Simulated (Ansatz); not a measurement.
# How fast states decay through Ca2IClF2, part 2 of 3

Aim: relax a made-up compound, Ca2IClF2, and see how good a tunnel barrier it would be. It is built by putting Ca for Ba, Cl for Br in the Ba2IBrF2 structure of space group P4mm, with the volume rescaled by atomic radii. The parent structure comes from the Materials Project.

Ansatz 0.2.0; r2SCAN DFT, plane waves, PAW files (the session's first sound run).

So far. Step 2 (Relaxing the new crystal): The largest force component on a free atom ends at 0.0013 eV/Å.

The structure was built from a prototype and need not be the compound's stable phase.

### 3. The bulk crystal and its band edges

The energy window and the wavevectors of the next steps follow from the band edges, so these are searched first, off the mesh as well.

The input, input.yaml:

```yaml
crystal:
  lattice:
    - [3.9116040004, 0.0, 0.0]
    - [0.0, 3.9116040004, 0.0]
    - [0.0, 0.0, 8.2561769259]
  atoms:
    - { symbol: Ca, position: [0.5, 0.5, 0.8583722697] }
    - { symbol: Ca, position: [0.0, 0.0, 0.1726091104] }
    - { symbol: I, position: [0.0, 0.0, 0.6493233965] }
    - { symbol: Cl, position: [0.5, 0.5, 0.3021762811] }
    - { symbol: F, position: [0.5, 0.0, 0.0087594712] }
    - { symbol: F, position: [0.0, 0.5, 0.0087594712] }
kpoints:
  mp_grid: { grid: [6, 6, 4] }
  band_path: { path: [VBM, CBM], npoints: 30 }
scf:
  occupations: { method: fixed }
hamiltonian:
  xc: r2scan
output:
  eigenvalues: true
  write_potential: true
  write_density: true
  volumetric_format: npy
  elf: true
```

Launch:

```
$ ansatz run input.yaml --threads 2 --pin off --max-ram 4096MiB --backend cpu --events-out ev --progress --plain --runs-dir out
```

Numbers of over 12 decimals in the logs are rounded to 6 here.

The program printed:

```text
[...]
Crystal: 6 atoms, lattice volume = 126.325 Å³
Basis set: ecut = 500 eV, 3151 PW (Γ), exchange–correlation on 120×120×256 points (64 copies of the dense FFT grid, shifted against one another)
Bands: 35, of which v1, the nominal top of the filled ones, is band 29 counted from 1 (28 counted from 0)
Symmetry: 8 space group operations
[...]
k-points: 30 of 144 (time reversal used)
[...]
SCF iter   1: F=—  HF=-13888.104074 eV  |F-HF|=—  |Δ(HF+E_count)|=         —  Δρ=6.92e-3  dr2=5.69e-2  dr2_τ=7.67e-2  ethr=1.77e-3  ⟨swp⟩=7.1  Hψ=4422  notcnv=0  defer=110
[...]
SCF iter   7: F=-13888.206868 eV  HF=-13888.206868 eV  |F-HF|=3.51e-9  |Δ(HF+E_count)|=   5.69e-8  Δρ=2.62e-6  dr2=8.73e-9  dr2_τ=8.38e-10  ethr=1.72e-10  ⟨swp⟩=15.9  Hψ=6293  notcnv=0
SCF 1 converged in 7 iterations: F = -13888.206868 eV  dr2 = 8.73e-9
[...]
NSCF: frozen V_eff on 40 k-points
[...]
SCF converged after 7 iterations
Free energy (F): -13888.206868 eV
[...]
Internal energy: -13888.206868 eV  (E = F + TS)
E sigma→0 (E₀):  -13888.206868 eV
Fermi energy:    5.869618 eV
[...]
--- Band table (eV; the first three rows and the last of 30) ---
  k-point 0: bands = [... 25 lower, 3.5480, 4.7068, 5.6129, 5.6129, 10.3345, 10.3967, 11.0179, 11.5417, ... 2 higher]
  k-point 1: bands = [... 25 lower, 3.5508, 4.5067, 5.6108, 5.6108, 10.4533, 10.6099, 11.2078, 11.4434, ... 2 higher]
  k-point 2: bands = [... 25 lower, 3.5537, 4.2439, 5.6087, 5.6087, 10.5216, 10.9620, 11.3354, 11.4618, ... 2 higher]
  k-point 29: bands = [... 25 lower, 3.5102, 3.5102, 3.7083, 4.7122, 10.7168, 11.6195, 12.0127, 12.0127, ... 2 higher]
```

It took 98 s on 2 threads of Arm Neoverse N1, shared host; peak memory 0.62 GiB; 3.2 min of CPU time.

This step gave:

```
Fermi energy        : 5.870 eV
gap on the k-mesh   : 4.465 eV
gap on path         : 4.465 eV, by band count; negative where bands overlap
direct gap on path  : 4.722 eV
edge places on path : 0, 0.8887 1/A along the path
```

Electronic bands along the path, in eV, zero at the Fermi level (highest filled level under fixed occupations); v1 is the highest filled band, c1 the lowest empty one:

```
  point     v4     v3     v2     v1    c1    c2    c3    c4
    VBM  -2.36  -1.85  -1.20   0.00  5.24  5.44  5.51  5.87
halfway  -2.34  -1.64  -1.22  -0.14  5.05  5.28  5.58  5.82
    CBM  -2.32  -1.16  -0.26  -0.26  4.46  4.53  5.15  5.67
```

ELF in the ac plane at fractional y = 0.000, with atoms of Ca and I and F within 0.2 Å of it. It is the smooth field of the valence electrons, not physical close to the nuclei.

Values, 24 rows by 14 columns, each cell a mean:
```
0.01 0.01 0.06 0.32 0.64 0.79 0.76 0.72 0.78 0.76 0.56 0.22 0.03 0.01
0.03 0.02 0.03 0.12 0.37 0.64 0.74 0.77 0.73 0.56 0.29 0.08 0.03 0.03
0.22 0.17 0.09 0.05 0.09 0.24 0.38 0.43 0.35 0.19 0.07 0.05 0.11 0.18
0.59 0.56 0.42 0.23 0.09 0.05 0.05 0.06 0.05 0.05 0.12 0.29 0.48 0.57
0.71 0.73 0.73 0.67 0.47 0.20 0.07 0.04 0.08 0.28 0.54 0.70 0.73 0.72
0.60 0.63 0.69 0.75 0.72 0.47 0.17 0.08 0.23 0.58 0.75 0.74 0.67 0.62
0.38 0.46 0.59 0.69 0.75 0.59 0.24 0.10 0.33 0.68 0.75 0.66 0.55 0.43
0.26 0.23 0.47 0.64 0.72 0.62 0.26 0.11 0.35 0.70 0.71 0.60 0.39 0.21
0.39 0.22 0.46 0.63 0.71 0.60 0.24 0.09 0.33 0.68 0.69 0.60 0.37 0.22
0.34 0.42 0.59 0.68 0.73 0.55 0.19 0.07 0.27 0.65 0.72 0.66 0.54 0.39
0.63 0.65 0.70 0.75 0.71 0.44 0.12 0.04 0.18 0.56 0.74 0.74 0.68 0.64
0.78 0.78 0.79 0.75 0.58 0.25 0.06 0.02 0.08 0.36 0.65 0.77 0.79 0.78
0.79 0.77 0.67 0.48 0.22 0.05 0.02 0.01 0.02 0.09 0.29 0.54 0.72 0.78
0.49 0.43 0.27 0.12 0.04 0.01 0.01 0.01 0.01 0.02 0.06 0.16 0.33 0.45
0.07 0.06 0.04 0.02 0.01 0.01 0.01 0.01 0.01 0.01 0.02 0.02 0.04 0.06
0.02 0.01 0.01 0.01 0.01 0.02 0.02 0.02 0.02 0.02 0.01 0.01 0.01 0.01
0.45 0.36 0.15 0.03 0.01 0.02 0.03 0.03 0.03 0.02 0.01 0.05 0.22 0.39
0.82 0.79 0.60 0.23 0.04 0.02 0.03 0.03 0.02 0.02 0.06 0.34 0.70 0.80
0.84 0.85 0.81 0.53 0.10 0.02 0.02 0.02 0.02 0.02 0.19 0.65 0.84 0.85
0.76 0.83 0.84 0.62 0.13 0.02 0.04 0.05 0.04 0.03 0.25 0.74 0.85 0.81
0.83 0.85 0.80 0.43 0.08 0.19 0.38 0.44 0.34 0.12 0.12 0.58 0.85 0.85
0.83 0.79 0.51 0.14 0.22 0.61 0.75 0.77 0.73 0.50 0.14 0.22 0.64 0.80
0.44 0.32 0.11 0.15 0.56 0.80 0.77 0.71 0.78 0.76 0.43 0.10 0.16 0.36
0.03 0.02 0.05 0.34 0.71 0.80 0.64 0.48 0.69 0.80 0.63 0.22 0.02 0.02
```
Columns run along a (3.9 Å), rows up along c (8.3 Å). Atoms in or near the plane, at fractional coordinates: Ca at (0.00, 0.17), I at (0.00, 0.65), F at (0.50, 0.01).

Valence density in the ac plane at fractional y = 0.000, with atoms of Ca and I and F within 0.2 Å of it. It is the smooth field of the valence electrons, not physical close to the nuclei.

Ten steps, logarithmic in the rise over the least value, from '0' (0 e/Å³) to '9' (17 e/Å³), each cell a mean:
```
00012578742000
00001344421000
00000111110000
11000000000001
22111000001122
43321000011233
76432100012356
99632100113479
99642100013479
87532100012357
44321000011234
22210000001122
11000000000011
00000000000000
00000000000000
00000000000000
21000000000011
54310000000134
76521000001357
77631000001467
77531111111367
55322344421245
22113578742112
00013689852100
```
Columns run along a (3.9 Å), rows up along c (8.3 Å). Atoms in or near the plane, at fractional coordinates: Ca at (0.00, 0.17), I at (0.00, 0.65), F at (0.50, 0.01).

Electrostatic potential energy in the ac plane at fractional y = 0.000, with atoms of Ca and I and F within 0.2 Å of it. With pseudopotentials it is smooth inside the atoms' cores, unlike the true potential.

Ten even steps from '_' (-40 eV) to '@' (12 eV), each cell a mean:
```
@@@@@@@@@@++::..::##@@@@@@@@
@@@@@@@@@@@@##**%%@@@@@@@@@@
@@@@@@@@@@@@@@@@@@@@@@@@@@@@
@@@@@@@@@@@@@@@@@@@@@@@@@@@@
%%%%@@@@@@@@@@@@@@@@@@@@%%%%
++**##%%@@@@@@@@@@@@@@%%****
##**++**%%@@@@@@@@@@%%**++**
@@@@**++%%@@@@@@@@@@##++##@@
@@@@**++##@@@@@@@@@@##++##@@
%%##++**%%@@@@@@@@@@%%****##
++++**%%@@@@@@@@@@@@@@##**++
##%%%%@@@@@@@@@@@@@@@@@@%%%%
@@@@@@@@@@@@@@@@@@@@@@@@@@@@
@@@@@@@@@@@@@@@@@@@@@@@@@@@@
@@@@@@@@@@@@@@@@@@@@@@@@@@@@
%%%%@@@@@@@@@@@@@@@@@@@@%%%%
####%%%%@@@@@@@@@@@@@@%%####
--==**##%%@@@@@@@@@@%%##++--
____--**%%@@@@@@@@%%##++..__
____..++%%%%@@@@@@%%##==____
____::**%%@@@@@@@@%%##++..__
::--++##%%%%##**##%%%%##++--
**##%%%%%%++::..::##@@%%####
%%%%@@@@%%--______++@@@@%%%%
```
Columns run along a (3.9 Å; values clipped at the 3rd and 97th percentile), rows up along c (8.3 Å). Atoms in or near the plane, at fractional coordinates: Ca at (0.00, 0.17), I at (0.00, 0.65), F at (0.50, 0.01).

The searched edges give 4.46 eV, as on the mesh.

### 4. Decaying states in the gap, plane (001), k-mesh 6×6×4

This step: r2SCAN DFT, plane waves, PAW files; complex bands by layer matching along the plane's normal (Ansatz 0.2.0).

The same crystal is laid in a cell whose first two vectors span the (001) plane (indices of the standard conventional cell, whose axes can be ordered otherwise than in the bulk input). At fixed energy and wavevector in the plane the solver finds all kz, real and complex. A few wavevectors are listed, (0, 0), (0, -0.5) and (0.5, 0) in units of the plane's reciprocal vectors; the slowest state needn't be among them.

The input, input.yaml:

```yaml
crystal:
  lattice:
    - [3.911604, 0.0, 0.0]
    - [0.0, 3.911604, 0.0]
    - [0.0, 0.0, 8.256176926]
  atoms:
    - { symbol: Ca, position: [0.5, 0.5, 0.8583722697] }
    - { symbol: Ca, position: [0.0, 0.0, 0.1726091104] }
    - { symbol: I, position: [0.0, 0.0, 0.6493233965] }
    - { symbol: Cl, position: [0.5, 0.5, 0.3021762811] }
    - { symbol: F, position: [0.5, 0.0, 0.0087594712] }
    - { symbol: F, position: [0.0, 0.5, 0.0087594712] }
kpoints:
  mp_grid: { grid: [6, 6, 4] }
scf:
  occupations: { method: fixed }
hamiltonian:
  xc: r2scan
output:
  eigenvalues: true
  transmission:
    leads: [[0, 0]]
    kpoints: [[0.0, 0.0], [0.0, -0.5], [0.5, 0.0]]
    e_range: [-1.0, 5.46]
    de: 0.11
```

The program printed:

```text
[...]
Crystal: 6 atoms, lattice volume = 126.325 Å³
Basis set: ecut = 500 eV, 3151 PW (Γ), exchange–correlation on 120×120×256 points (64 copies of the dense FFT grid, shifted against one another)
Bands: 35, of which v1, the nominal top of the filled ones, is band 29 counted from 1 (28 counted from 0)
Symmetry: 8 space group operations
[...]
k-points: 30 of 144 (time reversal used)
[...]
SCF iter   1: F=—  HF=-13888.104073 eV  |F-HF|=—  |Δ(HF+E_count)|=         —  Δρ=6.92e-3  dr2=5.69e-2  dr2_τ=7.67e-2  ethr=1.77e-3  ⟨swp⟩=7.1  Hψ=4422  notcnv=0  defer=110
[...]
SCF iter   7: F=-13888.206868 eV  HF=-13888.206868 eV  |F-HF|=3.52e-9  |Δ(HF+E_count)|=   5.70e-8  Δρ=2.63e-6  dr2=8.73e-9  dr2_τ=8.39e-10  ethr=1.72e-10  ⟨swp⟩=15.9  Hψ=6293  notcnv=0
SCF 1 converged in 7 iterations: F = -13888.206868 eV  dr2 = 8.73e-9
[...]
transmission: 13 of 39 steps passed
transmission: 26 of 39 steps passed
transmission: 39 of 39 steps passed
SCF converged after 7 iterations
Free energy (F): -13888.206868 eV
[...]
Internal energy: -13888.206868 eV  (E = F + TS)
E sigma→0 (E₀):  -13888.206868 eV
Fermi energy:    5.869618 eV
[...]
--- Band table (eV; the first three rows and the last of 30) ---
  k-point 0: bands = [... 25 lower, 3.5480, 4.7068, 5.6129, 5.6129, 10.3345, 10.3967, 11.0179, 11.5417, ... 2 higher]
  k-point 1: bands = [... 25 lower, 3.5508, 4.5067, 5.6108, 5.6108, 10.4533, 10.6099, 11.2078, 11.4434, ... 2 higher]
  k-point 2: bands = [... 25 lower, 3.5537, 4.2439, 5.6087, 5.6087, 10.5216, 10.9620, 11.3354, 11.4618, ... 2 higher]
  k-point 29: bands = [... 25 lower, 3.5102, 3.5102, 3.7083, 4.7122, 10.7168, 11.6195, 12.0127, 12.0127, ... 2 higher]
--- Transmission ---
  basis      : 161 plane waves across, 13 finite elements along
  points     : 3, as listed
  energies   : 59 from -1.000000 to 5.380000 eV about the Fermi level, 0.110000 eV apart; the leads are filled to 2.232454 eV, and channels, transmission and decay are at 2.190000 eV
  crystal 0  : I1Ca2F2Cl1, at the sites [0, 0], period 8.2562 Å: whole cells are its period
    offset         : up to 0.0000 Å between an atom of the period and one for which it stands
    channels       : 0.000000e0 a spin
    conductance    : none, the energies end too early or step too widely for 300 K: set another output.transmission.e_range or a lower de, or, where they end at an eighth of basis.ecutwfc, a higher one
    slowest decay  : 0.3797 /Å at (0.0000, 0.0000)
```

The job ended after 87 s (2 threads; peak memory 0.71 GiB; 2.4 min of CPU time).

Numbers from this step:

| Quantity | Value |
| --- | --- |
| level to which the leads are filled | 2.232 eV from the Fermi level |
| decay constant at the filling level, zone centre | 0.3797 Å⁻¹ |
| decay constant at the filling level, slowest listed point | 0.3797 Å⁻¹ |

K parallel (0, 0); values up to 1.5 1/Å, a degenerate pair printed once or twice; energies at which all values exceed this have no row. Im kz of the slowest decaying states against energy, zero at the highest filled level on the SCF mesh:

```
energy (eV)  decay 1 (Å⁻¹)  decay 2 (Å⁻¹)  decay 3 (Å⁻¹)  decay 4 (Å⁻¹)
      -1.00          0.155          0.730          0.897           1.07
      -0.67          0.251          0.690          0.872           1.05
      -0.34          0.305          0.520          0.848           1.03
      -0.01          0.340          0.679          0.823           1.00
       0.32          0.364          0.797          0.803          0.979
       0.54          0.376          0.780          0.857          0.961
       0.87          0.387          0.754          0.924          0.932
       1.20          0.393          0.726          0.901          0.990
       1.53          0.393          0.698          0.868           1.07
       1.86          0.389          0.669          0.831           1.07
       2.19          0.380          0.638          0.791           1.07
       2.52          0.366          0.605          0.747           1.06
       2.85          0.347          0.570          0.698           1.06
       3.18          0.322          0.531          0.642           1.05
       3.51          0.288          0.489          0.576           1.04
       3.84          0.243          0.442          0.494           1.03
       4.06          0.202          0.407          0.423           1.02
       4.39         0.0914          0.253          0.345           1.01
       4.72          0.144          0.264          0.984          0.988
       5.05          0.130          0.221          0.884          0.968
       5.38          0.118          0.136          0.736          0.899
```

K parallel (0, -0.5); values up to 1.5 1/Å, a degenerate pair printed once or twice; energies at which all values exceed this have no row. The Im kz of the slowest decaying states by energy, zero at the highest filled level on the SCF mesh:

```
energy (eV)  decay 1 (Å⁻¹)  decay 2 (Å⁻¹)  decay 3 (Å⁻¹)  decay 4 (Å⁻¹)
      -1.00          0.303          0.444          0.881           1.00
      -0.67          0.421          0.488          0.822           1.02
      -0.34          0.490          0.521          0.728           1.03
      -0.01          0.262          0.541          0.545           1.03
       0.32          0.564          0.584          0.695           1.04
       0.54          0.574          0.610          0.748           1.04
       0.87          0.585          0.649          0.790           1.03
       1.20          0.594          0.691          0.811           1.03
       1.53          0.599          0.741          0.822          0.983
       1.86          0.603          0.805          0.826          0.888
       2.19          0.604          0.791          0.824          0.870
       2.52          0.604          0.712          0.817          0.917
       2.85          0.604          0.650          0.807          0.949
       3.18          0.596          0.604          0.793          0.956
       3.51          0.546          0.608          0.774          0.936
       3.84          0.495          0.629          0.752          0.913
       4.06          0.459          0.726          0.734          0.896
       4.39          0.398          0.620          0.703          0.867
       4.72          0.322          0.514          0.664          0.832
       5.05          0.203          0.292          0.428          0.614
       5.38          0.171          0.342          0.548          0.606
```

K parallel (0.5, 0); values up to 1.5 1/Å, a degenerate pair printed once or twice; energies at which all values exceed this have no row. Im kz of the slowest decaying states against energy, zero at the highest filled level on the SCF mesh:

```
energy (eV)  decay 1 (Å⁻¹)  decay 2 (Å⁻¹)  decay 3 (Å⁻¹)  decay 4 (Å⁻¹)
     -1.000          0.303          0.444          0.881           1.00
     -0.450          0.470          0.511          0.766           1.03
     -0.010          0.262          0.541          0.545           1.03
      0.540          0.574          0.610          0.748           1.04
      0.980          0.588          0.662          0.799           1.03
      1.530          0.599          0.741          0.822          0.983
      1.970          0.603          0.825          0.827          0.854
      2.520          0.604          0.712          0.817          0.917
      2.960          0.604          0.632          0.802          0.958
      3.510          0.546          0.608          0.774          0.936
      3.950          0.477          0.651          0.743          0.882
      4.500          0.375          0.586          0.690          0.856
      5.050          0.203          0.292          0.428          0.614
```

At +2.19 eV, the grid energy nearest the filling level (the middle of the gap on the SCF mesh), the slowest state at the listed wavevectors decays with κ = 0.380 Å⁻¹, its amplitude falling by e over 2.6 Å. Through 1 nm of this crystal that state's transmission falls by exp(−2 × 0.380 Å⁻¹ × 10 Å) = 5.0e-4.

### 5. Decay over the two-dimensional zone

The listed points could miss the slowest state, so one energy near mid-gap is solved on a mesh of 10×10.

input.yaml: that of step 4 with these lines changed.

```diff
@@ -20,6 +20,2 @@
   eigenvalues: true
-  transmission:
-    leads: [[0, 0]]
-    kpoints: [[0.0, 0.0], [0.0, -0.5], [0.5, 0.0]]
-    e_range: [-1.0, 5.46]
-    de: 0.11
+  transmission: { leads: [[0, 0]], kmesh: [10, 10], e_range: [2.23, 2.24], de: 0.05 }
```

The program printed:

```text
[...]
Crystal: 6 atoms, lattice volume = 126.325 Å³
Basis set: ecut = 500 eV, 3151 PW (Γ), exchange–correlation on 120×120×256 points (64 copies of the dense FFT grid, shifted against one another)
Bands: 35, of which v1, the nominal top of the filled ones, is band 29 counted from 1 (28 counted from 0)
Symmetry: 8 space group operations
[...]
k-points: 30 of 144 (time reversal used)
[...]
SCF iter   1: F=—  HF=-13888.104073 eV  |F-HF|=—  |Δ(HF+E_count)|=         —  Δρ=6.92e-3  dr2=5.69e-2  dr2_τ=7.67e-2  ethr=1.77e-3  ⟨swp⟩=7.1  Hψ=4422  notcnv=0  defer=110
[...]
SCF iter   7: F=-13888.206868 eV  HF=-13888.206868 eV  |F-HF|=3.52e-9  |Δ(HF+E_count)|=   5.70e-8  Δρ=2.63e-6  dr2=8.73e-9  dr2_τ=8.39e-10  ethr=1.72e-10  ⟨swp⟩=15.9  Hψ=6293  notcnv=0
SCF 1 converged in 7 iterations: F = -13888.206868 eV  dr2 = 8.73e-9
[...]
transmission: 48 of 252 steps passed
transmission: 96 of 252 steps passed
[...]
transmission: 252 of 252 steps passed
SCF converged after 7 iterations
Free energy (F): -13888.206868 eV
[...]
Internal energy: -13888.206868 eV  (E = F + TS)
E sigma→0 (E₀):  -13888.206868 eV
Fermi energy:    5.869618 eV
[...]
--- Band table (eV; the first three rows and the last of 30) ---
  k-point 0: bands = [... 25 lower, 3.5480, 4.7068, 5.6129, 5.6129, 10.3345, 10.3967, 11.0179, 11.5417, ... 2 higher]
  k-point 1: bands = [... 25 lower, 3.5508, 4.5067, 5.6108, 5.6108, 10.4533, 10.6099, 11.2078, 11.4434, ... 2 higher]
  k-point 2: bands = [... 25 lower, 3.5537, 4.2439, 5.6087, 5.6087, 10.5216, 10.9620, 11.3354, 11.4618, ... 2 higher]
  k-point 29: bands = [... 25 lower, 3.5102, 3.5102, 3.7083, 4.7122, 10.7168, 11.6195, 12.0127, 12.0127, ... 2 higher]
--- Transmission ---
  basis      : 161 plane waves across, 12 finite elements along
  points     : 21, standing for a mesh of 10 x 10
  energies   : 1 from 2.230000 to 2.230000 eV about the Fermi level; the leads are filled to 2.232454 eV, and channels, transmission and decay are at 2.230000 eV
[...]
channels       : 0.000000e0 a spin
    conductance    : none, crystal 0 has no channel at the energies, or these end too early or step too widely for 300 K: set another output.transmission.e_range or a lower de, or, where they end at an eighth of basis.ecutwfc, a higher one
    slowest decay  : 0.3783 /Å at (0.0000, 0.0000)
```

Elapsed: 61 s, on 2 threads; peak memory 0.81 GiB; 2 min of CPU time.

This step gave:

```yaml
least_decay_constant_on_the_mesh: 0.3783 Å⁻¹
```

Slowest decay constant (1/Å; 0 where a channel is open) over k1 and k2. At 2.2300 eV from the Fermi level.

Values, 10 rows by 10 columns:
```
0.669 0.648 0.634 0.663 0.708 0.596 0.708 0.663 0.634 0.648
0.630 0.634 0.622 0.620 0.630 0.646 0.630 0.620 0.622 0.634
0.658 0.663 0.620 0.553 0.524 0.517 0.524 0.553 0.620 0.663
0.710 0.708 0.630 0.524 0.441 0.412 0.441 0.524 0.630 0.708
0.604 0.596 0.646 0.517 0.412 0.378 0.412 0.517 0.646 0.596
0.710 0.708 0.630 0.524 0.441 0.412 0.441 0.524 0.630 0.708
0.658 0.663 0.620 0.553 0.524 0.517 0.524 0.553 0.620 0.663
0.630 0.634 0.622 0.620 0.630 0.646 0.630 0.620 0.622 0.634
0.669 0.648 0.634 0.663 0.708 0.596 0.708 0.663 0.634 0.648
0.718 0.669 0.630 0.658 0.710 0.604 0.710 0.658 0.630 0.669
```
Columns: k1 (b1) from -0.5 to 0.4; rows upwards: k2 (b2) from -0.5 to 0.4.

The least value on the mesh is 0.378 Å⁻¹ at +2.23 eV. At that energy the listed points give about 0.378 Å⁻¹ by interpolation, so the mesh holds no clearly slower state.

(Continued in part 3 of 3.)

[Logs are printed without paths, hosts, clocks, repeated set-up lines and the standing remarks that a program may print on its own settings, such as how far it seeks lower states.]

[Hosts, paths, dates, database ids (printed as entryN), source tags and the programs' standing remarks are cut or masked in the printed files.]
